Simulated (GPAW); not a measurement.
# WSe2 (P6_3/mmc): G0W0 with GPAW, start to end, part 2 of 2

How does a plane-wave GW calculation on WSe2 (P6_3/mmc) run from the first input to the gap?

GPAW 26.7.0; PBE and many-body steps on it, plane waves. Known limits of the many-body steps: not at the basis limit; no spin-orbit coupling; coarse k mesh.

So far. Step 3 (Bands along the symmetry lines): The gap is 0.966 eV, −0.095 eV from the run before at this level. Step 4 (Empty states on the mesh, 6×6×2 mesh, 171 bands): On this mesh the gap is 0.966 eV.

The database entry behind the starting cell differs from later determinations by our own check (a about 0.2 % long), so it need not match the best structure at ambient conditions.

### 5. Screening and self-energy, 6×6×2 mesh, 161 bands, screening to 70 eV

Now the one-shot GW correction: screening in the RPA, then the self-energy of the levels asked for.

This step: G0W0 on PBE, plane waves, PAW.

Input file run.py:

```python
import json
import numpy as np
from gpaw.mpi import world
from gpaw.response.g0w0 import G0W0

gw = G0W0('full.gpw',
    filename='gw',
    kpts=[0, 4, 8],
    bands=(24, 28),
    ecut=70,
    nbands=161,
    integrate_gamma='WS',
    ppa=True)
gw.calculate()
res = {mode: {k: v for k, v in r.items() if k != 'sigma_eskwn'}
       for mode, r in gw.all_results.items()}

if world.rank == 0:
    with open('result.json', 'w') as f:
        json.dump(res, f, default=lambda x: x.tolist())
```

On the command line:

```bash
$ mpirun -n 8 gpaw python run.py
```

Numbers of over 12 decimals in the logs are rounded to 6 here.

The program printed:

```text
Using integrator: PointIntegrator
FrequencyGridDescriptor(from 0.000+0.000j to 0.000+27.211j eV, 2 points)
Nonperiodic BCs:  [False False False]
Using integrator: PointIntegrator
FrequencyGridDescriptor(from 0.000+0.000j to 0.000+27.211j eV, 2 points)
Nonperiodic BCs:  [False False False]
  ___  _ _ _
 |   || | | |
 | | || | | |
 |__ ||_____|
 |___|

BZ k-points: Symmetries present (total): 12

  [... matrices ...]
72 k-points: 6 x 6 x 2 Monkhorst-Pack grid + [1/12,1/12,1/4]
14 k-points in the irreducible part of the Brillouin zone
       k-points in crystal coordinates                weights
   0:     0.00000000    0.00000000    0.00000000          1/72
   1:     0.00000000    0.00000000    0.50000000          1/72
   2:     0.16666667    0.00000000    0.00000000          6/72
   3:     0.16666667    0.00000000    0.50000000          6/72
   4:     0.33333333   -0.16666667    0.00000000          6/72
   5:     0.33333333   -0.16666667    0.50000000          6/72
   6:     0.33333333    0.00000000    0.00000000          6/72
   7:     0.33333333    0.00000000    0.50000000          6/72
   8:     0.33333333    0.33333333    0.00000000          2/72
   9:     0.33333333    0.33333333    0.50000000          2/72
          ...
  13:     0.50000000    0.50000000    0.50000000          3/72

Distributing spins, k-points and bands (1 x 3 x 4) over 8 processes
Number of blocks: 1

Quasi particle states:
k-points (IBZ indices): [0, 4, 8]
Band range: (24, 28)
  [... matrices ...]
Computational parameters:
Plane wave cut-off: 70 eV
Number of bands: 161
Coulomb cutoff: None
Broadening: 0.1 eV

fxc modes: GW
Kernel: RPA
Using Godby-Needs plasmon-pole approximation:
  Fitting energy: i*E0, E0 = 1.000 Hartree
Summing all q:

Calculating screened Coulomb potential
No Coulomb truncation
FrequencyGridDescriptor(from 0.000+0.000j to 0.000+27.211j eV, 2 points)
Removing empty qpoint cache files...

Calculating chi0 body with:
    Ground state adapter containing:
    Number of spins: 1
    Number of kpoints: 72
    Number of irreducible kpoints: 14
    Number of completely occupied states: 26
    Number of partially occupied states: 26
    Occupied states memory: 8.2265625 M / cpu

    Linear response parametrization:
    q_c: [1.3877787807814457e-17, 1.3877787807814457e-17, 0.0]
    Number of frequency points: 2
    Planewave cutoff: 70.0
    Number of bands: 161
    Number of planewaves: 161
    Broadening (eta): 1e-06
    comm.size: 8
    kncomm.size: 8
    blockcomm.size: 1

    Memory estimate of potentially large arrays:
        chi0_wGG: 0.791046 M / cpu
Integrating chi0 body.

Symmetries of q_c:
    Direct symmetries (Uq -> q): 12
    Indirect symmetries (TUq -> q): 0
In total 12 allowed symmetries.

  [... matrices ...]
14 groups of equivalent kpoints. 80.555556% reduction.

Integral kind: response function
Integrating chi0 head and wings.

Symmetries of q_c:
    Direct symmetries (Uq -> q): 12
    Indirect symmetries (TUq -> q): 0
In total 12 allowed symmetries.

  [... matrices ...]
14 groups of equivalent kpoints. 80.555556% reduction.

Integral kind: response function wings

Calculating chi0 body with:
    Ground state adapter containing:
    Number of spins: 1
    Number of kpoints: 72
    Number of irreducible kpoints: 14
    Number of completely occupied states: 26
    Number of partially occupied states: 26
[... the further q-points ...]

Results:
f:      Occupation numbers
eps:     KS-eigenvalues [eV]
vxc:     KS vxc [eV]
exx:     Exact exchange [eV]
sigma:   Self-energies [eV]
dsigma:  Self-energy derivatives
Z:       Renormalization factors
qp:      QP-energies [eV]

k-point 0 (0): (0.000, 0.000, 0.000)                GW
band       f     eps     vxc     exx   sigma  dsigma       Z      qp
                                                                   GW
  24   1.000   7.640 -15.898 -18.065   2.028  -0.247   0.802   7.528
  25   1.000   8.714 -18.769 -19.336   0.916  -0.262   0.792   8.990
  26   0.000  11.344 -18.203 -13.896  -3.365  -0.255   0.797  12.095
  27   0.000  11.344 -18.203 -13.896  -3.365  -0.255   0.797  12.095

k-point 1 (4): (0.333, -0.167, 0.000)                GW
band       f     eps     vxc     exx   sigma  dsigma       Z      qp
                                                                   GW
  24   1.000   7.563 -17.961 -19.299   1.541  -0.271   0.787   7.723
  25   1.000   7.603 -18.019 -19.366   1.551  -0.268   0.788   7.763
  26   0.000   9.680 -16.784 -13.102  -3.029  -0.251   0.799  10.203
  27   0.000  10.566 -18.430 -14.195  -3.365  -0.262   0.792  11.256

k-point 2 (8): (0.333, 0.333, 0.000)                GW
band       f     eps     vxc     exx   sigma  dsigma       Z      qp
                                                                   GW
  24   1.000   8.260 -17.417 -18.086   0.867  -0.263   0.792   8.416
  25   1.000   8.504 -18.205 -18.701   0.786  -0.264   0.791   8.734
  26   0.000  10.028 -19.690 -15.640  -3.104  -0.267   0.789  10.775
  27   0.000  10.028 -19.690 -15.640  -3.104  -0.267   0.789  10.775
```

Wall time 2.9 min (8 MPI ranks of Arm Neoverse V2, shared host); peak memory 3.1 GiB; 16 min of CPU time.

Numbers from this step:

* G0W0 gap on the points computed: 1.213 eV
* least direct G0W0 gap on the computed points: 2.041 eV
* Z at the valence top: 0.7922
* Z at the conduction bottom: 0.7995
* starting gap on the mesh: 0.9662 eV
* k of the valence top: 0, 0, 0
* k of the conduction bottom: 0.3333, -0.1667, 0

The gap on the mesh goes from 0.97 eV to 1.21 eV, a correction of +0.25 eV. The start differs from the 1.06 eV found before because the two sample other k points.

Limits: finite bands, cutoff and mesh; no spin-orbit coupling; coarse k mesh. v1 is the top filled band, c1 the lowest empty one. Levels before and after the correction, in eV, zero at the valence-band top of each column:

```tsv
	conduction bottom	valence top
Kohn-Sham	0.97	0.00
G0W0	1.21	0.00
```

```tsv
	level	energy (eV)
Kohn-Sham	Γ v2	-1.074
Kohn-Sham	Γ v1	0.000
Kohn-Sham	Γ c1-c2	2.630
Kohn-Sham	(0.333 -0.167 0) v2	-1.151
Kohn-Sham	(0.333 -0.167 0) v1	-1.111
Kohn-Sham	(0.333 -0.167 0) c1	0.966
Kohn-Sham	(0.333 -0.167 0) c2	1.852
G0W0	Γ v2	-1.461
G0W0	Γ v1	0.000
G0W0	Γ c1-c2	3.105
G0W0	(0.333 -0.167 0) v2	-1.267
G0W0	(0.333 -0.167 0) v1	-1.226
G0W0	(0.333 -0.167 0) c1	1.213
G0W0	(0.333 -0.167 0) c2	2.266
```

### 6. Where the time went

Times are wall times on 8 MPI ranks of Arm Neoverse V2, shared host. The host was busy with other work, so they are no guide to cost.

```tsv
step	time	share	memory (GiB)
ground state	14 s	5 %	1.5
bands along the symmetry lines	26 s	9 %	1.7
empty states on the mesh	60 s	22 %	1.8
screening and self-energy	2.9 min	63 %	3.1
```

### 7. Summary of results

| Item | Value |
| --- | --- |
| PBE gap | 0.97 eV, indirect |
| G0W0 gap on the mesh | 1.21 eV |
| GW settings | 6×6×2 mesh, 161 bands, screening to 70 eV, Godby-Needs plasmon pole |
| known limits | not at the basis limit; no spin-orbit coupling; coarse k mesh |

**Reading.** G0W0 moves the gap on the mesh from 0.97 eV to 1.21 eV (+0.25 eV), with Z of 0.79 and 0.80 at the edges. Only 3 of the mesh's irreducible points were corrected, so a valley elsewhere could overtake. The dearest step here is «screening and self-energy». Bands and cutoff are finite, so the gap is not at the basis limit. The miss can reach some tenths of an eV and take either sign; the mesh is an error of its own. These stock PAW sets were not made for GW; the filled d or f shell of Se and W lies in the frozen core, which bears on start and correction. In the G0W0 run levels were corrected at 3 k points alone, so a gap called «on the mesh» is the least over those, and an edge elsewhere would be missed. The 6×6×2 mesh is coarse for this cell, which bears on the long-range parts of exchange and screening. The many-body steps are scalar-relativistic: spin-orbit coupling is not in them.

[Paths, hosts, dates, memory and timing lines, banners, echoed tables and standing remarks are left out of the program output.]

[Logs are printed without paths, hosts, clocks, repeated set-up lines and the standing remarks that a program may print on its own settings, such as how far it seeks lower states.]

[Runs of the session that timed out or met a known fault of the program may be left out.]

[Hosts, paths, dates, database ids (printed as entryN), source tags and the programs' standing remarks are cut or masked in the printed files.]
